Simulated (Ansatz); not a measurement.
# Bands, cutoff and cost in G0W0 for TiO2 (C2/c)

Wanted: a G0W0 gap for TiO2 (C2/c) that is converged in bands and cutoff, or an estimate of the limit.

Method: G0W0 on LDA, plane waves, PAW; PAW set soft_1, in Ansatz 0.2.0.

**1. The starting structure**

The structure is monoclinic, space group C2/c (No. 15). Conventional cell: a = 5.412 Å, b = 5.413 Å, c = 5.472 Å, α = 90.00°, β = 118.77°, γ = 90.00°. Nearest to Ti lie 6 O at 1.93 to 2.00 Å. Nearest to O lie 3 Ti at 1.93 to 2.00 Å. Farther neighbours and most contacts between anions are not listed.

As a file:

```cif
data_structure
_symmetry_space_group_name_H-M 'P 1'
_symmetry_Int_Tables_number 1
_cell_length_a 3.8273
_cell_length_b 3.8273
_cell_length_c 5.4720
_cell_angle_alpha 109.893
_cell_angle_beta 109.893
_cell_angle_gamma 90.013
_cell_volume 70.26
loop_
_atom_site_label
_atom_site_type_symbol
_atom_site_fract_x
_atom_site_fract_y
_atom_site_fract_z
_atom_site_occupancy
Ti1 Ti 0.13411 0.86589 0.25000 1
Ti2 Ti 0.86589 0.13411 0.75000 1
O3 O 0.33122 0.08876 0.66715 1
O4 O 0.66878 0.91124 0.33285 1
O5 O 0.91124 0.66878 0.83285 1
O6 O 0.08876 0.33122 0.16715 1
```

The cell and positions are those that the Materials Project relaxed with its own functionals (PBE, PBE+U or r2SCAN), kept fixed. This is not the form that TiO2 usually takes at ambient conditions.

**2. 91 empty bands, screening to 69 eV**

G0W0 replaces the xc potential by the self-energy, built once from these orbitals. Only a window of levels is corrected, while the sums run over the empty bands that the input names. This step takes PAW set soft_1 files.

Input file input.yaml:

```yaml
crystal:
  lattice:
    - [2.706034, -2.706655, 0.0]
    - [2.706034, 2.706655, 0.0]
    - [-2.633531, 0.0, 4.796637]
  atoms:
    - { symbol: Ti, position: [0.13411, 0.86589, 0.25] }
    - { symbol: Ti, position: [0.86589, 0.13411, 0.75] }
    - { symbol: O, position: [0.331221, 0.088755, 0.667149] }
    - { symbol: O, position: [0.668779, 0.911245, 0.332851] }
    - { symbol: O, position: [0.911245, 0.668779, 0.832851] }
    - { symbol: O, position: [0.088755, 0.331221, 0.167149] }
kpoints:
  mp_grid: { grid: [6, 6, 4] }
hamiltonian:
  xc: lda
  pseudopotentials: { kind: paw, azcp: { folder: soft_1 }, xc_functional: pbe }
scf:
  occupations: { method: fixed }
gw:
  n_empty_bands: 91
  ecut_chi: 69
  qp_bands: [v2, c2]
  qp_kpoints: band_edges
  screening: { model: contour_deformation }
```

On the command line:

```sh
ansatz run input.yaml --threads 3 --pin off --max-ram 92160MiB --backend cuda --events-out ev --progress --plain --runs-dir out --devices 1 --max-vram 13GiB
```

Numbers of over 12 decimals in the logs are rounded to 6 here.

What it wrote:

```text
GPUs: using 1 of 1 available (devices: 1).
Engine: ansatz 0.2.0, x86_64-unknown-linux-gnu
Pseudopotentials: kind: paw
Pseudopotential: Ti, paw, valence charge 12, recommended cutoff 420 eV (normal), soft_1/Ti.paw.azcp
Pseudopotential: O, paw, valence charge 6, recommended cutoff 420 eV (normal), soft_1/O.paw.azcp
Functional definition: SPW92
  exchange = slater_x
  correlation = pw_c
device memory: the entry about to start is reckoned to put 1.6 GiB on a device that reports 35.8 GiB free (of which the cap on the GPU budget leaves the run 13.0 GiB)
GPU FFT provider: cuFFT
GPU libraries: cuBLAS 13.8.2, cuFFT 12.4.0, cuSOLVER 12.3.4
Crystal: 6 atoms, lattice volume = 70.264 Å³
Basis set: ecut = 420 eV, 1363 PW (Γ)
Bands: 30, of which v1, the nominal top of the filled ones, is band 24 counted from 1 (23 counted from 0)
Symmetry: 4 space group operations
Space group: C2/c (ITA 15), of the structure as read, at distance tolerance 4.1e-5 Å
k-points: 47 of 144
Non-local potential: Ti, projectors of the file, l = 0: 3, l = 1: 2, l = 2: 3, l = 3: 1
Non-local potential: O, projectors of the file, l = 0: 2, l = 1: 2, l = 2: 1
PAW form: soft (Blöchl's): semilocal exchange-correlation on the pseudo side does not see the compensation charge
PAW frozen core: Ti, regenerated for the run's functional, and the local potential with it (the file was generated under x = pbe(κ = 0.804, μ = 0.219515), c = pbe(β = 0.066725))
PAW frozen core: O, regenerated for the run's functional, and the local potential with it (the file was generated under x = pbe(κ = 0.804, μ = 0.219515), c = pbe(β = 0.066725))
PAW one-centre angular grid: Ti, 590 points (default); XC on 64 Gauss nodes
PAW one-centre angular grid: O, 110 points (default); XC on 64 Gauss nodes
Initial density: superposition of atomic densities (chi_scale 0.1, normalization cell, long waves kept (reshape's long-wave potential 0.00 eV rms))
Initial wavefunctions: pseudopotential atomic-orbital guess
GPU buffer pool allocated for 29160 grid points (all kernels)
GPU transforms: local potential and band sums: pruned to the plane-wave sphere, on 25×25×40
Functional: x = slater, c = lda
SCF iter   1: F=—  HF=-7130.694543 eV  |F-HF|=—  |Δ(HF+E_count)|=         —  Δρ=4.87e-2  dr2=1.80e0  ethr=3.10e-3  ⟨swp⟩=4.2  Hψ=4714  notcnv=0  defer=105
preconditioner: auto → Resta (q_TF=auto, 2.560 Å⁻¹)  ε∞=8.1  [insulator: Δε(μ)=2.011 eV  Ē_g=9.408 eV  n_scr=18 (ndim 8)  ℏωp=25.1 eV  f_vac=0.000  ε∞_Penn≈8.1]
SCF iter   2: F=—  HF=-7130.489184 eV  |F-HF|=—  |Δ(HF+E_count)|=   2.05e-1  Δρ=2.99e-2  dr2=6.73e-1  ethr=3.10e-3  ⟨swp⟩=2.1  Hψ=2016  notcnv=0  defer=124
SCF iter   3: F=—  HF=-7130.406599 eV  |F-HF|=—  |Δ(HF+E_count)|=   8.26e-2  Δρ=2.65e-2  dr2=5.27e-1  ethr=1.40e-3  ⟨swp⟩=2.0  Hψ=2061  notcnv=0  defer=103
SCF iter   4: F=—  HF=-7130.299611 eV  |F-HF|=—  |Δ(HF+E_count)|=   1.07e-1  Δρ=5.13e-3  dr2=1.91e-2  ethr=1.10e-3  ⟨swp⟩=2.7  Hψ=2623  notcnv=0  defer=98
SCF iter   5: F=—  HF=-7130.302081 eV  |F-HF|=—  |Δ(HF+E_count)|=   2.47e-3  Δρ=1.76e-3  dr2=2.60e-3  ethr=3.98e-5  ⟨swp⟩=1.6  Hψ=1391  notcnv=0  defer=145
SCF iter   6: F=—  HF=-7130.302416 eV  |F-HF|=—  |Δ(HF+E_count)|=   3.35e-4  Δρ=3.60e-4  dr2=6.82e-5  ethr=5.41e-6  ⟨swp⟩=2.0  Hψ=1968  notcnv=0  defer=188
SCF iter   7: F=—  HF=-7130.302437 eV  |F-HF|=—  |Δ(HF+E_count)|=   2.13e-5  Δρ=5.45e-5  dr2=1.95e-6  ethr=1.42e-7  ⟨swp⟩=2.0  Hψ=1918  notcnv=0  defer=94
SCF iter   8: F=—  HF=-7130.302438 eV  |F-HF|=—  |Δ(HF+E_count)|=   7.98e-7  Δρ=1.25e-5  dr2=1.18e-7  ethr=4.06e-9  ⟨swp⟩=2.6  Hψ=2476  notcnv=0  defer=94
SCF iter   9: F=-7130.302438 eV  HF=-7130.302438 eV  |F-HF|=5.18e-11  |Δ(HF+E_count)|=   1.51e-8  Δρ=3.09e-6  dr2=5.93e-9  ethr=2.08e-10  ⟨swp⟩=7.5  Hψ=4174  notcnv=0
SCF 1 converged in 9 iterations: F = -7130.302438 eV  dr2 = 5.93e-9
  greatest PAW one-centre occupation: 0.998 electrons in one spin orbital (limit 2), on the Ti atom at site 1 (counted from 0), in its partial waves of l = 0
device memory: the entry about to start is reckoned to put 1.7 GiB (of the 1.8 GiB reckoned in all, the device holds 0.1 GiB already) on a device that reports 35.7 GiB free (of which the cap on the GPU budget leaves the run 12.9 GiB)
NSCF: frozen V_eff on 47 k-points, pencils in batches of 32, up to order 120
the band table was solved once the SCF had ended and its energy, with any forces and stress, was formed, with the checks that follow a solve (5680 applications of the Hamiltonian). They found nothing against the state; the energy, forces and stress were not computed again (output.eigenvalues in the input reference)
device memory: the entry about to start is reckoned to put 2.5 GiB on a device that reports 35.2 GiB free (of which the cap on the GPU budget leaves the run 13.0 GiB)
NSCF: frozen V_eff on 47 k-points
G₀W₀ screening: q 1/47
[... further progress lines ...]
device memory: the entry about to start is reckoned to put 0.4 GiB on a device that reports 44.6 GiB free (of which the cap on the GPU budget leaves the run 13.0 GiB)
NSCF: frozen V_eff on 1 k-points
device memory: the entry about to start is reckoned to put 0.4 GiB on a device that reports 44.6 GiB free (of which the cap on the GPU budget leaves the run 13.0 GiB)
NSCF: frozen V_eff on 1 k-points
[...]
0    23      6.0236   -25.1017     4.8305   -20.3846  0.7037     6.1366     6.1369  root
     0    24      6.0293   -25.1147     4.8450   -20.3817  0.7038     6.1410     6.1413  root
     0    25      8.4414   -13.0555    -6.2713   -21.1264  0.7306    10.3194    10.2410  root
     0    26      9.1774   -13.4481    -7.1218   -22.4486  0.7101    11.1662    11.0561  root ?
     1    23      6.2354   -25.6985     4.7168   -21.1559  0.7129     6.4090     6.4096  root
     1    24      6.2378   -25.6997     4.7248   -21.1480  0.7128     6.4104     6.4110  root
     1    25      8.5424   -13.0949    -6.3872   -21.2931  0.7281    10.4367    10.3534  root
     1    26      9.0623   -13.3724    -6.9841   -22.2247  0.7136    11.0350    10.9305  root ?
     2    23      6.3399   -25.8883     4.7275   -21.3432  0.7153     6.5216     6.5222  root
     2    24      6.3399   -25.8883     4.7275   -21.3432  0.7153     6.5216     6.5222  root
     2    25      8.7955   -13.2155    -6.6751   -21.7305  0.7214    10.7289    10.6353  root
     2    26      8.7955   -13.2155    -6.6751   -21.7305  0.7214    10.7289    10.6353  root
     3    23      5.7313   -25.6258     4.5453   -21.2896  0.7140     5.9396     5.9404  root
     3    24      6.0244   -25.4085     4.8110   -20.7225  0.7098     6.1491     6.1494  root
     3    25      9.0166   -14.1577    -5.9484   -21.8434  0.7189    10.8318    10.7539  root
     3    26      9.2603   -13.3882    -7.1580   -22.4133  0.7091    11.2383    11.1274  root ?
     4    23      5.9403   -25.4229     4.5383   -21.0836  0.7128     6.1384     6.1392  root
     4    24      6.0037   -25.2889     4.7020   -20.7408  0.7092     6.1572     6.1577  root
     4    25      8.9974   -13.4873    -6.5210   -21.8131  0.7187    10.8918    10.8022  root
     4    26      9.2655   -13.9731    -6.5558   -22.3260  0.7108    11.1586    11.0626  root
     5    23      5.9650   -25.3782     4.6042   -20.9541  0.7111     6.1444     6.1451  root
     5    24      6.0313   -25.4102     4.6459   -20.9382  0.7117     6.2045     6.2051  root
     5    25      8.9292   -13.3337    -6.5881   -21.7318  0.7198    10.8289    10.7391  root
     5    26      9.3315   -14.0914    -6.5050   -22.3886  0.7098    11.2200    11.1237  root
     6    23      5.8309   -25.5251     4.4412   -21.3124  0.7154     6.0585     6.0595  root
     6    24      5.9872   -25.1954     4.8296   -20.4761  0.7073     6.0971     6.0974  root
     6    25      8.9339   -13.7376    -6.2703   -21.7827  0.7196    10.7917    10.7087  root
     6    26      9.3433   -13.7782    -6.8447   -22.4536  0.7085    11.2790    11.1741  root ?
[...]
14    25      9.2038   -13.4291    -7.0276   -22.3233  0.7124    11.1770    11.0705  root ?
[...]
17    25      9.3026   -13.4719    -7.0979   -22.4432  0.7102    11.2866    11.1761  root ?
[...]
18    25      9.2615   -13.7022    -6.8530   -22.4136  0.7138    11.2240    11.1200  root ?
    18    26      9.5797   -13.8527    -7.0947   -22.8317  0.7070    11.5799    11.4640  root ?
[...]
19    26      9.5216   -13.9025    -7.0174   -22.7962  0.7078    11.5108    11.3979  root ?
[...]
20    25      9.3996   -13.8103    -6.7889   -22.4414  0.7128    11.3455    11.2418  root ?
    20    26      9.4988   -13.8279    -7.0376   -22.7387  0.7080    11.4846    11.3719  root ?
[...]
21    25      9.3517   -13.4354    -7.2186   -22.5422  0.7086    11.3546    11.2400  root ?
    21    26      9.5289   -14.2670    -6.7802   -22.9284  0.7118    11.5199    11.4101  root ?
[...]
22    25      9.4061   -13.9474    -6.8129   -22.6124  0.7120    11.3642    11.2582  root ?
    22    26      9.5462   -13.5405    -7.3051   -22.7377  0.7055    11.5576    11.4383  root ?
[...]
23    25      9.4446   -13.4986    -7.2680   -22.6508  0.7065    11.4453    11.3288  root ?
    23    26      9.5333   -13.9595    -6.7688   -22.5635  0.7115    11.4730    11.3684  root ?
[...]
25    25      9.4315   -13.7210    -7.0933   -22.6920  0.7085    11.4227    11.3093  root ?
    25    26      9.5521   -13.7755    -6.9717   -22.5980  0.7089    11.5122    11.4028  root ?
[...]
26    25      9.3376   -13.6171    -7.0794   -22.5800  0.7106    11.3327    11.2212  root ?
    26    26      9.5096   -13.9790    -6.9678   -22.8320  0.7096    11.5078    11.3948  root ?
[...]
27    25      9.3099   -13.5191    -7.0438   -22.4316  0.7113    11.2874    11.1786  root ?
    27    26      9.5417   -14.0955    -6.9025   -22.8765  0.7095    11.5323    11.4202  root ?
[...]
28    26      9.5277   -13.9411    -7.0176   -22.8342  0.7072    11.5167    11.4032  root ?
[...]
43    23      6.2736   -25.5559     4.7822   -20.9333  0.7099     6.4327     6.4332  root
    43    24      6.2736   -25.5559     4.7822   -20.9333  0.7099     6.4327     6.4332  root
    43    25      9.5186   -13.9384    -6.9691   -22.7671  0.7069    11.4896    11.3782  root ?
    43    26      9.5186   -13.9384    -6.9691   -22.7671  0.7069    11.4896    11.3782  root ?
    44    23      6.4536   -25.6582     4.8085   -21.0111  0.7110     6.6146     6.6151  root
    44    24      6.4646   -25.5693     4.7731   -20.9667  0.7103     6.6346     6.6352  root
    44    25      9.6302   -13.8346    -7.3162   -23.0386  0.7016    11.6409    11.5179  root ?
    44    26      9.6660   -13.8197    -7.2548   -22.9541  0.7025    11.6669    11.5456  root ?
    45    23      6.2052   -24.9352     4.5440   -20.5787  0.7077     6.3920     6.3927  root
    45    24      6.3239   -25.1081     4.5898   -20.7088  0.7086     6.5137     6.5144  root
    45    25      9.7433   -14.3720    -7.0573   -23.2834  0.6986    11.7181    11.5975  root ?
    45    26      9.8916   -14.4683    -6.8849   -23.1780  0.6982    11.8333    11.7165  root ?
    46    23      6.4438   -25.5831     4.7761   -20.9744  0.7105     6.6106     6.6111  root
    46    24      6.4438   -25.5831     4.7761   -20.9744  0.7105     6.6106     6.6111  root
    46    25      9.6538   -13.8657    -7.2482   -22.9924  0.7019    11.6539    11.5323  root ?
    46    26      9.6538   -13.8657    -7.2482   -22.9924  0.7019    11.6539    11.5323  root ?
[key lines of the parts left out:]
SCF converged after 9 iterations
Free energy (F): -7130.302438 eV
Fermi energy:    6.464625 eV
```

It took 50 s on 1 × NVIDIA H100 80GB HBM3 (shared by 6 runs) with 3 threads of AMD EPYC 7R13 (Zen 3), shared host; peak memory 1.2 GiB.

Numbers from this step:

```yaml
bands_summed: 115
rpa_eps_infinity_on_this_mesh_eigenvalues: 6.243, 6.942, 7.145
plane_waves_in_the_screening_matrix: 103
q_points_in_the_mesh: 144
g0w0_gap_on_the_mesh: 3.606 eV
k_of_the_valence_top: -0.5, -0.5, 0
k_of_the_conduction_bottom: 0, 0, 0
starting_gap_on_the_mesh: 1.977 eV
z_at_the_valence_top: 0.7103
z_at_the_conduction_bottom: 0.7306
least_direct_g0w0_gap_on_the_computed_points: 3.942 eV
```

The gap on the mesh goes from 1.98 eV to 3.61 eV, a correction of +1.63 eV. Between the two edge states, bare exchange in place of the xc potential would open the gap by 12.67 eV, and correlation takes back 11.04 eV.

**3. 258 empty bands, screening to 138 eV**

Another rung: the empty bands reach about as high as the screening cutoff, so the two stay in balance.

Changes to input.yaml since step 2:

```diff
@@ -20,4 +20,4 @@
 gw:
-  n_empty_bands: 91
-  ecut_chi: 69
+  n_empty_bands: 258
+  ecut_chi: 138
   qp_bands: [v2, c2]
```

What it wrote:

```text
GPUs: using 1 of 1 available (devices: 1).
[...]
GPU FFT provider: cuFFT
GPU libraries: cuBLAS 13.8.2, cuFFT 12.4.0, cuSOLVER 12.3.4
Crystal: 6 atoms, lattice volume = 70.264 Å³
Basis set: ecut = 420 eV, 1363 PW (Γ)
Bands: 30, of which v1, the nominal top of the filled ones, is band 24 counted from 1 (23 counted from 0)
Symmetry: 4 space group operations
[...]
k-points: 47 of 144
[...]
GPU buffer pool allocated for 29160 grid points (all kernels)
[...]
SCF iter   1: F=—  HF=-7130.694543 eV  |F-HF|=—  |Δ(HF+E_count)|=         —  Δρ=4.87e-2  dr2=1.80e0  ethr=3.10e-3  ⟨swp⟩=4.2  Hψ=4714  notcnv=0  defer=105
[...]
SCF iter   9: F=-7130.302438 eV  HF=-7130.302438 eV  |F-HF|=5.18e-11  |Δ(HF+E_count)|=   1.51e-8  Δρ=3.09e-6  dr2=5.93e-9  ethr=2.08e-10  ⟨swp⟩=7.5  Hψ=4174  notcnv=0
SCF 1 converged in 9 iterations: F = -7130.302438 eV  dr2 = 5.93e-9
[...]
NSCF: frozen V_eff on 47 k-points, pencils in batches of 32, up to order 120
[...]
NSCF: frozen V_eff on 47 k-points
G₀W₀ screening: q 1/47
[... further progress lines ...]
[...]
SCF converged after 9 iterations
Free energy (F): -7130.302438 eV
[...]
Internal energy: -7130.302438 eV  (E = F + TS)
E sigma→0 (E₀):  -7130.302438 eV
Fermi energy:    6.464625 eV
[...]
--- Band table (eV; the first three rows and the last of 47) ---
  k-point 0: bands = [... 20 lower, 5.6973, 5.7497, 6.0236, 6.0293, 8.4414, 9.1774, 10.2170, 10.2253, ... 2 higher]
  k-point 1: bands = [... 20 lower, 5.4068, 5.4252, 6.2354, 6.2378, 8.5424, 9.0623, 10.0838, 10.0956, ... 2 higher]
  k-point 2: bands = [... 20 lower, 5.2155, 5.2155, 6.3399, 6.3399, 8.7955, 8.7955, 10.0448, 10.0448, ... 2 higher]
  k-point 46: bands = [... 20 lower, 4.4238, 4.4238, 6.4438, 6.4438, 9.6538, 9.6538, 10.1227, 10.1227, ... 2 higher]
[...]
0    23      6.0236   -25.1017     4.5598   -20.3846  0.6947     5.8657     5.8663  root
     0    24      6.0293   -25.1147     4.5741   -20.3817  0.6947     5.8697     5.8703  root
     0    25      8.4414   -13.0555    -6.6409   -21.1264  0.7252     9.9162     9.8714  root
     0    26      9.1774   -13.4481    -7.5040   -22.4486  0.7040    10.7373    10.6739  root
     1    23      6.2354   -25.6985     4.4118   -21.1559  0.7046     6.1042     6.1045  root
     1    24      6.2378   -25.6997     4.4200   -21.1480  0.7045     6.1059     6.1062  root
     1    25      8.5424   -13.0949    -6.7575   -21.2931  0.7226    10.0302     9.9831  root
     1    26      9.0623   -13.3724    -7.3644   -22.2247  0.7077    10.6103    10.5502  root
[...]
46    23      6.4438   -25.5831     4.4830   -20.9744  0.7019     6.3177     6.3181  root
    46    24      6.4438   -25.5831     4.4830   -20.9744  0.7019     6.3177     6.3181  root
    46    25      9.6538   -13.8657    -7.6345   -22.9924  0.6961    11.2149    11.1460  root
    46    26      9.6538   -13.8657    -7.6345   -22.9924  0.6961    11.2149    11.1460  root
```

The job ended after 70 s (1 × NVIDIA H100 80GB HBM3 (shared by 6 runs) with 3 threads; peak memory 1.8 GiB; 2.1 min of CPU time).

This step gave:

- bands summed: 282
- RPA ε∞ on this mesh (eigenvalues): 6.156, 6.853, 7.050
- plane waves in the screening matrix: 269
- q-points in the mesh: 144
- G0W0 gap on the mesh: 3.529 eV
- k of the valence top: -0.5, -0.5, 0
- k of the conduction bottom: 0, 0, 0
- starting gap on the mesh: 1.977 eV
- Z at the valence top: 0.7015
- Z at the conduction bottom: 0.7252
- least direct G0W0 gap on the computed points: 3.877 eV

Against the run with 6×6×4 mesh, 91 empty bands, screening to 69 eV, PAW set soft_1 files, the gap moves by −0.08 eV.

**4. 556 empty bands, screening to 230 eV**

Changes to input.yaml since step 3:

```diff
@@ -20,4 +20,4 @@
 gw:
-  n_empty_bands: 258
-  ecut_chi: 138
+  n_empty_bands: 556
+  ecut_chi: 230.0
   qp_bands: [v2, c2]
```

What it wrote:

```text
GPUs: using 1 of 1 available (devices: 1).
[...]
GPU FFT provider: cuFFT
GPU libraries: cuBLAS 13.8.2, cuFFT 12.4.0, cuSOLVER 12.3.4
Crystal: 6 atoms, lattice volume = 70.264 Å³
Basis set: ecut = 420 eV, 1363 PW (Γ)
Bands: 30, of which v1, the nominal top of the filled ones, is band 24 counted from 1 (23 counted from 0)
Symmetry: 4 space group operations
[...]
k-points: 47 of 144
[...]
1    26      9.0623   -13.3724    -7.5244   -22.2247  0.7045    10.4372    10.3903  root
[...]
46    23      6.4438   -25.5831     4.2848   -20.9744  0.6969     6.1176     6.1199  root
    46    24      6.4438   -25.5831     4.2848   -20.9744  0.6969     6.1176     6.1199  root
    46    25      9.6538   -13.8657    -7.8011   -22.9924  0.6929    11.0324    10.9794  root
    46    26      9.6538   -13.8657    -7.8011   -22.9924  0.6929    11.0324    10.9794  root
[key lines of the parts left out:]
SCF converged after 9 iterations
Free energy (F): -7130.302438 eV
Fermi energy:    6.464625 eV
```

Wall time 6.3 min (1 × NVIDIA H100 80GB HBM3 (shared by 6 runs) with 3 threads); peak memory 3.8 GiB.

Numbers from this step:

* bands summed: 580
* RPA ε∞ on this mesh (eigenvalues): 6.129, 6.830, 7.025
* plane waves in the screening matrix: 563
* G0W0 gap on the mesh: 3.574 eV
* k of the valence top: -0.5, -0.5, 0
* k of the conduction bottom: 0, 0, 0
* starting gap on the mesh: 1.977 eV
* least direct G0W0 gap on the computed points: 3.926 eV

Against the run with 6×6×4 mesh, 258 empty bands, screening to 138 eV, PAW set soft_1 files, the gap moves by +0.05 eV.

(Part 1 of 2 ends here.)

[Paths, hosts, dates, memory and timing lines, banners, echoed tables and standing remarks are left out of the program output.]

[Logs are printed without paths, hosts, clocks, repeated set-up lines and the standing remarks that a program may print on its own settings, such as how far it seeks lower states.]

[Runs of the session that timed out or met a known fault of the program may be left out.]

[Cells called generated may have been cut or substituted from an entry of the Crystallography Open Database or the Materials Project.]

[Hosts, paths, dates, database ids (printed as entryN), source tags and the programs' standing remarks are cut or masked in the printed files.]
